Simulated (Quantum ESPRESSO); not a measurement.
# SrCl2 (Fm-3m): a volume series of phonon spectra, part 5 of 8

Wanted: mode Grüneisen parameters of SrCl2 and a free-energy fit over volumes.

Quantum ESPRESSO 7.5; DFT PBE, scalar-relativistic, plane waves, GBRV ultrasoft pseudopotentials.

So far. Step 4 (Ground state at this cell): On a basis chosen for the relaxed cell the pressure is 0.004 GPa, small enough for phonons. Step 5 (Zone-centre response): The Born charges sum to zero within 0.0012 e; the rest is removed before use. Acoustic frequencies in this log differ from zero by the error of the sum rule, which ph.x does not impose.

### 6. Forces on a displaced cell

One atom (for the harmonic constants) or a pair of atoms (for the cubic ones) is moved by a few hundredths of an ångström; the forces on all atoms give a column of force constants. The threshold is tight because the forces are small.

System of this step: SrCl2. Symmetry: Imm2, No. 44, orthorhombic system. The conventional cell has a = 9.955 Å, b = 14.078 Å, c = 9.955 Å, α = 90.00°, β = 90.00°, γ = 90.00°. Nearest to Sr lie 8 Cl at 3.03 to 3.06 Å. Sr has 8 Cl at 3.05 Å nearest. Nearest to Sr lie 8 Cl at 3.05 Å. Nearest to Cl lie 4 Sr at 3.03 to 3.05 Å. Farther neighbours and most contacts between anions are not listed.

disp-00001.in

```
&CONTROL
  calculation = 'scf'
  prefix      = 'x'
  outdir      = './tmp'
  pseudo_dir  = './pseudo'
  tprnfor     = .true.
  disk_io     = 'none'
/
&SYSTEM
  ibrav       = 0
  nat         = 24
  ntyp        = 2
  ecutwfc     = 40.0
  ecutrho     = 240.0
  occupations = 'fixed'
  nbnd        = 98
/
&ELECTRONS
  conv_thr         = 1.0d-11
  mixing_beta      = 0.7
  electron_maxstep = 100
/
ATOMIC_SPECIES
 Sr     87.6200  Sr.upf
 Cl     35.4500  Cl.upf
CELL_PARAMETERS angstrom
     0.000000000    7.039245750    7.039245750
     7.039245750    0.000000000    7.039245750
     7.039245750    7.039245750    0.000000000
ATOMIC_POSITIONS crystal
 Sr     0.002009041   0.000000000   0.000000000
 Sr     0.500000000   0.000000000   0.000000000
 Sr     0.000000000   0.500000000   0.000000000
 Sr     0.500000000   0.500000000   0.000000000
 Sr     0.000000000   0.000000000   0.500000000
 Sr     0.500000000   0.000000000   0.500000000
 Sr     0.000000000   0.500000000   0.500000000
 Sr     0.500000000   0.500000000   0.500000000
 Cl     0.125000000   0.125000000   0.125000000
 Cl     0.625000000   0.125000000   0.125000000
 Cl     0.125000000   0.625000000   0.125000000
 Cl     0.625000000   0.625000000   0.125000000
 Cl     0.125000000   0.125000000   0.625000000
 Cl     0.625000000   0.125000000   0.625000000
 Cl     0.125000000   0.625000000   0.625000000
 Cl     0.625000000   0.625000000   0.625000000
 Cl     0.375000000   0.375000000   0.375000000
 Cl     0.875000000   0.375000000   0.375000000
 Cl     0.375000000   0.875000000   0.375000000
 Cl     0.875000000   0.875000000   0.375000000
 Cl     0.375000000   0.375000000   0.875000000
 Cl     0.875000000   0.375000000   0.875000000
 Cl     0.375000000   0.875000000   0.875000000
 Cl     0.875000000   0.875000000   0.875000000
K_POINTS automatic
 2 2 2 0 0 0
```

Started as:

```console
$ OMP_NUM_THREADS=1 mpirun -n 4 pw.x -nk 4 -in disp-00001.in > disp-00001.out
```

Log:

```text
[banner, memory and clock lines left out]
Program PWSCF v.7.5

     Message from routine setup:
     using ibrav=0 with symmetry is DISCOURAGED, use correct ibrav instead

     G-vector sticks info

     bravais-lattice index     =            0
     lattice parameter (alat)  =      18.8122  a.u.
     unit-cell volume          =    4707.6588 (a.u.)^3
     number of atoms/cell      =           24
     number of atomic types    =            2
     number of electrons       =       192.00
     number of Kohn-Sham states=           98
     kinetic-energy cutoff     =      40.0000  Ry
     charge density cutoff     =     240.0000  Ry
     scf convergence threshold =      1.0E-11
     mixing beta               =       0.7000
     number of iterations used =            8  plain     mixing
     Exchange-correlation=  SLA  PW   PBX  PBC
                           (   1   4   3   4   0   0   0)

     celldm(1)=  18.812218  celldm(2)=   0.000000  celldm(3)=   0.000000
     celldm(4)=   0.000000  celldm(5)=   0.000000  celldm(6)=   0.000000

     crystal axes: (cart. coord. in units of alat)
               a(1) = (   0.000000   0.707107   0.707107 )
               a(2) = (   0.707107   0.000000   0.707107 )
               a(3) = (   0.707107   0.707107   0.000000 )

     reciprocal axes: (cart. coord. in units 2 pi/alat)
               b(1) = ( -0.707107  0.707107  0.707107 )
               b(2) = (  0.707107 -0.707107  0.707107 )
               b(3) = (  0.707107  0.707107 -0.707107 )

     PseudoPot. # 1 for Sr read from file:
     ./pseudo/Sr.upf
     Pseudo is Ultrasoft + core correction, Zval = 10.0
     Using radial grid of  883 points,  6 beta functions with:
                l(1) =   0
                l(2) =   0
                l(3) =   1
                l(4) =   1
                l(5) =   2
                l(6) =   2
     Q(r) pseudized with  6 coefficients,  rinner =    1.400   1.400   1.400
                                                       1.400   1.400

     PseudoPot. # 2 for Cl read from file:
     ./pseudo/Cl.upf
     Pseudo is Ultrasoft + core correction, Zval =  7.0
     Using radial grid of  909 points,  6 beta functions with:
                l(1) =   0
                l(2) =   0
                l(3) =   1
                l(4) =   1
                l(5) =   2
                l(6) =   2
     Q(r) pseudized with  8 coefficients,  rinner =    1.300   1.300   1.300
                                                       1.300   1.300

     atomic species   valence    mass     pseudopotential
     Sr               10.00    87.62000     Sr( 1.00)
     Cl                7.00    35.45000     Cl( 1.00)

      4 Sym. Ops. (no inversion) found

   Cartesian axes

     site n.     atom                  positions (alat units)
         1        Sr     tau(   1) = (   0.0000000   0.0014206   0.0014206  )
         2        Sr     tau(   2) = (   0.0000000   0.3535534   0.3535534  )
         3        Sr     tau(   3) = (   0.3535534   0.0000000   0.3535534  )
         4        Sr     tau(   4) = (   0.3535534   0.3535534   0.7071068  )
         5        Sr     tau(   5) = (   0.3535534   0.3535534   0.0000000  )
         6        Sr     tau(   6) = (   0.3535534   0.7071068   0.3535534  )
         7        Sr     tau(   7) = (   0.7071068   0.3535534   0.3535534  )
         8        Sr     tau(   8) = (   0.7071068   0.7071068   0.7071068  )
         9        Cl     tau(   9) = (   0.1767767   0.1767767   0.1767767  )
        10        Cl     tau(  10) = (   0.1767767   0.5303301   0.5303301  )
        11        Cl     tau(  11) = (   0.5303301   0.1767767   0.5303301  )
        12        Cl     tau(  12) = (   0.5303301   0.5303301   0.8838835  )
        13        Cl     tau(  13) = (   0.5303301   0.5303301   0.1767767  )
        14        Cl     tau(  14) = (   0.5303301   0.8838835   0.5303301  )
        15        Cl     tau(  15) = (   0.8838835   0.5303301   0.5303301  )
        16        Cl     tau(  16) = (   0.8838835   0.8838835   0.8838835  )
        17        Cl     tau(  17) = (   0.5303301   0.5303301   0.5303301  )
        18        Cl     tau(  18) = (   0.5303301   0.8838835   0.8838835  )
        19        Cl     tau(  19) = (   0.8838835   0.5303301   0.8838835  )
        20        Cl     tau(  20) = (   0.8838835   0.8838835   1.2374369  )
        21        Cl     tau(  21) = (   0.8838835   0.8838835   0.5303301  )
        22        Cl     tau(  22) = (   0.8838835   1.2374369   0.8838835  )
        23        Cl     tau(  23) = (   1.2374369   0.8838835   0.8838835  )
        24        Cl     tau(  24) = (   1.2374369   1.2374369   1.2374369  )

     number of k points=     5
                       cart. coord. in units 2pi/alat
        k(    1) = (   0.0000000   0.0000000   0.0000000), wk =   0.2500000
        k(    2) = (  -0.3535534  -0.3535534   0.3535534), wk =   0.5000000
        k(    3) = (  -0.7071068   0.0000000   0.0000000), wk =   0.2500000
        k(    4) = (  -0.3535534  -0.3535534  -0.3535534), wk =   0.5000000
        k(    5) = (  -0.0000000  -0.7071068   0.0000000), wk =   0.5000000

     Dense  grid:   295701 G-vectors     FFT dimensions: (  96,  96,  96)

     Smooth grid:   161149 G-vectors     FFT dimensions: (  75,  75,  75)

     Check: negative core charge=   -0.000003

     Initial potential from superposition of free atoms

     starting charge     191.7306, renormalised to     192.0000

     negative rho (up, down):  7.581E-01 0.000E+00
     Starting wfcs are  168 randomized atomic wfcs

     per-process dynamical memory:   369.6 Mb

     Self-consistent Calculation

     iteration #  1     ecut=    40.00 Ry     beta= 0.70
     Davidson diagonalization with overlap
     ethr =  1.00E-02,  avg # of iterations =  2.2

     Threshold (ethr) on eigenvalues was too large:
     Diagonalizing with lowered threshold

     Davidson diagonalization with overlap
     ethr =  6.44E-04,  avg # of iterations =  1.0

     negative rho (up, down):  7.730E-01 0.000E+00

     total energy              =   -1097.83004624 Ry
     estimated scf accuracy    <       1.17309229 Ry

     iteration #  2     ecut=    40.00 Ry     beta= 0.70
     Davidson diagonalization with overlap
     ethr =  6.11E-04,  avg # of iterations =  3.0

     negative rho (up, down):  7.700E-01 0.000E+00

     total energy              =   -1098.19782981 Ry
     estimated scf accuracy    <       0.25734243 Ry

     iteration #  3     ecut=    40.00 Ry     beta= 0.70
     Davidson diagonalization with overlap
     ethr =  1.34E-04,  avg # of iterations =  2.0

     negative rho (up, down):  7.714E-01 0.000E+00

     total energy              =   -1098.23789237 Ry
     estimated scf accuracy    <       0.00730855 Ry

     iteration #  4     ecut=    40.00 Ry     beta= 0.70
     Davidson diagonalization with overlap
     ethr =  3.81E-06,  avg # of iterations =  7.8

     negative rho (up, down):  7.710E-01 0.000E+00

     total energy              =   -1098.24025304 Ry
     estimated scf accuracy    <       0.00158352 Ry

     iteration #  5     ecut=    40.00 Ry     beta= 0.70
     Davidson diagonalization with overlap
     ethr =  8.25E-07,  avg # of iterations =  2.0

     negative rho (up, down):  7.709E-01 0.000E+00

     total energy              =   -1098.24046970 Ry
     estimated scf accuracy    <       0.00005117 Ry

     iteration #  6     ecut=    40.00 Ry     beta= 0.70
     Davidson diagonalization with overlap
     ethr =  2.67E-08,  avg # of iterations =  5.0

     negative rho (up, down):  7.708E-01 0.000E+00

     total energy              =   -1098.24051049 Ry
     estimated scf accuracy    <       0.00001747 Ry

     iteration #  7     ecut=    40.00 Ry     beta= 0.70
     Davidson diagonalization with overlap
     ethr =  9.10E-09,  avg # of iterations =  2.0

     negative rho (up, down):  7.708E-01 0.000E+00

     total energy              =   -1098.24050952 Ry
     estimated scf accuracy    <       0.00000515 Ry

     iteration #  8     ecut=    40.00 Ry     beta= 0.70
     Davidson diagonalization with overlap
     ethr =  2.68E-09,  avg # of iterations =  2.0

     negative rho (up, down):  7.707E-01 0.000E+00

     total energy              =   -1098.24051069 Ry
     estimated scf accuracy    <       0.00000013 Ry

     iteration #  9     ecut=    40.00 Ry     beta= 0.70
     Davidson diagonalization with overlap
     ethr =  6.96E-11,  avg # of iterations =  6.0

     negative rho (up, down):  7.707E-01 0.000E+00

     total energy              =   -1098.24051086 Ry
     estimated scf accuracy    <          8.0E-09 Ry

     iteration # 10     ecut=    40.00 Ry     beta= 0.70
     Davidson diagonalization with overlap
     ethr =  4.14E-12,  avg # of iterations =  4.8

     negative rho (up, down):  7.707E-01 0.000E+00

     total energy              =   -1098.24051086 Ry
     estimated scf accuracy    <          9.2E-10 Ry

     iteration # 11     ecut=    40.00 Ry     beta= 0.70
     Davidson diagonalization with overlap
     ethr =  4.80E-13,  avg # of iterations =  3.6

     negative rho (up, down):  7.707E-01 0.000E+00

     total energy              =   -1098.24051086 Ry
     estimated scf accuracy    <          3.5E-10 Ry

     iteration # 12     ecut=    40.00 Ry     beta= 0.70
     Davidson diagonalization with overlap
     ethr =  1.83E-13,  avg # of iterations =  2.0

     negative rho (up, down):  7.707E-01 0.000E+00

     total energy              =   -1098.24051086 Ry
     estimated scf accuracy    <          2.0E-11 Ry

     iteration # 13     ecut=    40.00 Ry     beta= 0.70
     Davidson diagonalization with overlap
     ethr =  1.00E-13,  avg # of iterations =  2.0

     negative rho (up, down):  7.707E-01 0.000E+00

     End of self-consistent calculation

          k = 0.0000 0.0000 0.0000 ( 20107 PWs)   bands (ev):

   -30.0115 -30.0088 -30.0088 -30.0088 -30.0087 -30.0079 -30.0079 -30.0078
   -12.2934 -12.2933 -12.2933 -12.2399 -12.2399 -12.2398 -12.2398 -12.0240
   -12.0240 -12.0240 -12.0240 -12.0240 -12.0239 -12.0073 -12.0072 -12.0072
   -12.0072 -12.0072 -12.0072 -12.0072 -12.0072 -11.9951 -11.9951 -11.9951
   -10.3097  -9.9350  -9.9349  -9.9344  -9.9344  -9.7964  -9.7958  -9.7954
    -9.6290  -9.6286  -9.6285  -9.6049  -9.6049  -9.6044  -9.6042  -9.5149
     0.2665   0.2665   0.2666   0.8825   0.8827   0.8827   1.0999   1.0999
     1.1000   1.1000   1.1000   1.1001   1.4242   1.4245   1.4246   1.4248
     1.4249   1.4249   1.4249   1.4249   1.4660   1.4661   1.4661   1.4662
     1.6428   1.6429   1.6429   1.6432   1.9006   1.9006   1.9006   1.9006
     1.9007   1.9008   1.9008   1.9009   2.5305   2.5315   2.5317   2.5322
     2.5323   2.5323   2.5854   2.5857   2.5863   2.9086   2.9086   2.9088
     8.1482   8.4303

          k =-0.3536-0.3536 0.3536 ( 20142 PWs)   bands (ev):

   -30.0102 -30.0101 -30.0084 -30.0084 -30.0084 -30.0084 -30.0083 -30.0082
   -12.2208 -12.2207 -12.2203 -12.2203 -12.2201 -12.2200 -12.1324 -12.1324
   -12.0737 -12.0728 -12.0726 -12.0726 -12.0724 -12.0713 -12.0157 -12.0157
   -12.0156 -12.0156 -12.0156 -12.0156 -12.0012 -12.0012 -12.0012 -12.0011
[...]
9.2549   9.2552

          k =-0.7071 0.0000 0.0000 ( 20158 PWs)   bands (ev):

[...]
8.9503   8.9505

          k =-0.3536-0.3536-0.3536 ( 20142 PWs)   bands (ev):

[...]
9.2516   9.2584

          k =-0.0000-0.7071 0.0000 ( 20158 PWs)   bands (ev):

[...]
-9.9630  -9.9535  -9.8414  -9.8413  -9.8323  -9.8317  -9.7122  -9.7110
    -9.7026  -9.7019  -9.6892  -9.6878  -9.6784  -9.6780  -9.6645  -9.6518
     0.5386   0.5387   0.7706   0.7706   0.8134   0.8134   0.8253   0.8254
     0.9641   0.9642   0.9761   0.9762   1.2508   1.2607   1.2988   1.2994
     1.3010   1.3014   1.6091   1.6101   1.6114   1.6124   1.6939   1.6944
     1.6949   1.6952   1.7410   1.7430   1.7497   1.7515   1.7657   1.7765
     1.8921   1.8925   1.8929   1.8932   2.5856   2.5865   2.5978   2.5991
     2.6169   2.6173   2.6444   2.6446   2.6574   2.6576   2.8120   2.8123
     8.9501   8.9506

     highest occupied, lowest unoccupied level (ev):     2.9088    8.1482

!    total energy              =   -1098.24051086 Ry
     estimated scf accuracy    <          6.5E-13 Ry

     The total energy is the sum of the following terms:
     one-electron contribution =    -244.45829693 Ry
     hartree contribution      =     189.63245354 Ry
     xc contribution           =    -298.19634359 Ry
     ewald contribution        =    -745.21832389 Ry

     convergence has been achieved in  13 iterations

     negative rho (up, down):  7.707E-01 0.000E+00

     Forces acting on atoms (cartesian axes, Ry/au):

     atom    1 type  1   force =    -0.00000000   -0.00181724   -0.00181724
     atom    2 type  1   force =    -0.00000000    0.00058828    0.00058828
     atom    3 type  1   force =     0.00027859   -0.00032006    0.00030971
     atom    4 type  1   force =    -0.00027859    0.00030971   -0.00032006
     atom    5 type  1   force =     0.00027859    0.00030971   -0.00032006
     atom    6 type  1   force =    -0.00027859   -0.00032006    0.00030971
     atom    7 type  1   force =     0.00000000    0.00003109    0.00003109
     atom    8 type  1   force =    -0.00000000   -0.00003875   -0.00003875
     atom    9 type  2   force =     0.00014792    0.00027297    0.00027297
     atom   10 type  2   force =    -0.00011454    0.00023945    0.00023945
     atom   11 type  2   force =     0.00000095    0.00012358    0.00012663
     atom   12 type  2   force =     0.00000062   -0.00007522   -0.00007448
     atom   13 type  2   force =     0.00000095    0.00012663    0.00012358
     atom   14 type  2   force =     0.00000062   -0.00007448   -0.00007522
     atom   15 type  2   force =    -0.00008228    0.00000827    0.00000827
     atom   16 type  2   force =     0.00008318    0.00000746    0.00000746
     atom   17 type  2   force =     0.00008228    0.00000827    0.00000827
     atom   18 type  2   force =    -0.00008318    0.00000746    0.00000746
     atom   19 type  2   force =    -0.00000062   -0.00007522   -0.00007448
     atom   20 type  2   force =    -0.00000095    0.00012358    0.00012663
     atom   21 type  2   force =    -0.00000062   -0.00007448   -0.00007522
     atom   22 type  2   force =    -0.00000095    0.00012663    0.00012358
     atom   23 type  2   force =    -0.00014792    0.00027297    0.00027297
     atom   24 type  2   force =     0.00011454    0.00023945    0.00023945

     Total force =     0.003033     Total SCF correction =     0.000002
     Message from routine punch:
     Nothing written, as per user request (disk_io='none')
```

Wall time 4.5 min (4 MPI ranks of Arm Neoverse V2, shared host); 17 min of CPU time.

This step gave:

| Quantity | Value |
| --- | --- |
| gap on the k-mesh | 5.239 eV |

At this level the gap is 5.24 eV on the k-mesh of the self-consistent run, which can miss the band edges.

### 7. Forces on a displaced cell

One atom (for the harmonic constants) or a pair of atoms (for the cubic ones) is moved by a few hundredths of an ångström; the forces on all atoms give a column of force constants. The threshold is tight because the forces are small.

disp-00002.in, as its differences from disp-00001.in of step 6:

```diff
@@ -30,3 +30,3 @@
 ATOMIC_POSITIONS crystal
- Sr     0.002009041   0.000000000   0.000000000
+ Sr     0.000000000   0.000000000   0.000000000
  Sr     0.500000000   0.000000000   0.000000000
@@ -38,3 +38,3 @@
  Sr     0.500000000   0.500000000   0.500000000
- Cl     0.125000000   0.125000000   0.125000000
+ Cl     0.127009041   0.125000000   0.125000000
  Cl     0.625000000   0.125000000   0.125000000
```

Started as:

```console
$ OMP_NUM_THREADS=1 mpirun -n 4 pw.x -nk 4 -in disp-00002.in > disp-00002.out
```

Log:

```text
[banner, memory and clock lines left out]
Program PWSCF v.7.5

     Message from routine setup:
     using ibrav=0 with symmetry is DISCOURAGED, use correct ibrav instead

     G-vector sticks info

     bravais-lattice index     =            0
     lattice parameter (alat)  =      18.8122  a.u.
     unit-cell volume          =    4707.6588 (a.u.)^3
     number of atoms/cell      =           24
     number of atomic types    =            2
     number of electrons       =       192.00
[...]
atom    1 type  1   force =     0.00011266    0.00024003    0.00024003
     atom    2 type  1   force =    -0.00014895    0.00027197    0.00027197
     atom    3 type  1   force =    -0.00000024    0.00012490    0.00012591
[...]
atom   23 type  2   force =     0.00000225   -0.00008246   -0.00008246
     atom   24 type  2   force =    -0.00000191    0.00011907    0.00011907

     Total force =     0.002429     Total SCF correction =     0.000006
     Message from routine punch:
     Nothing written, as per user request (disk_io='none')
[key lines of the parts left out:]
!    total energy              =   -1098.24051917 Ry
convergence has been achieved in  13 iterations
```

Run time: 4.8 min. Hardware: 4 MPI ranks; 18 min of CPU time.

[end of part 5 of 8]

[Logs are printed without paths, hosts, clocks, repeated set-up lines and the standing remarks that a program may print on its own settings, such as how far it seeks lower states.]

[Hosts, paths, dates, database ids (printed as entryN), source tags and the programs' standing remarks are cut or masked in the printed files.]

[A step with changed settings may run another functional than the one named; its input shows which.]

[Of the runs on displaced cells, only some may be shown.]
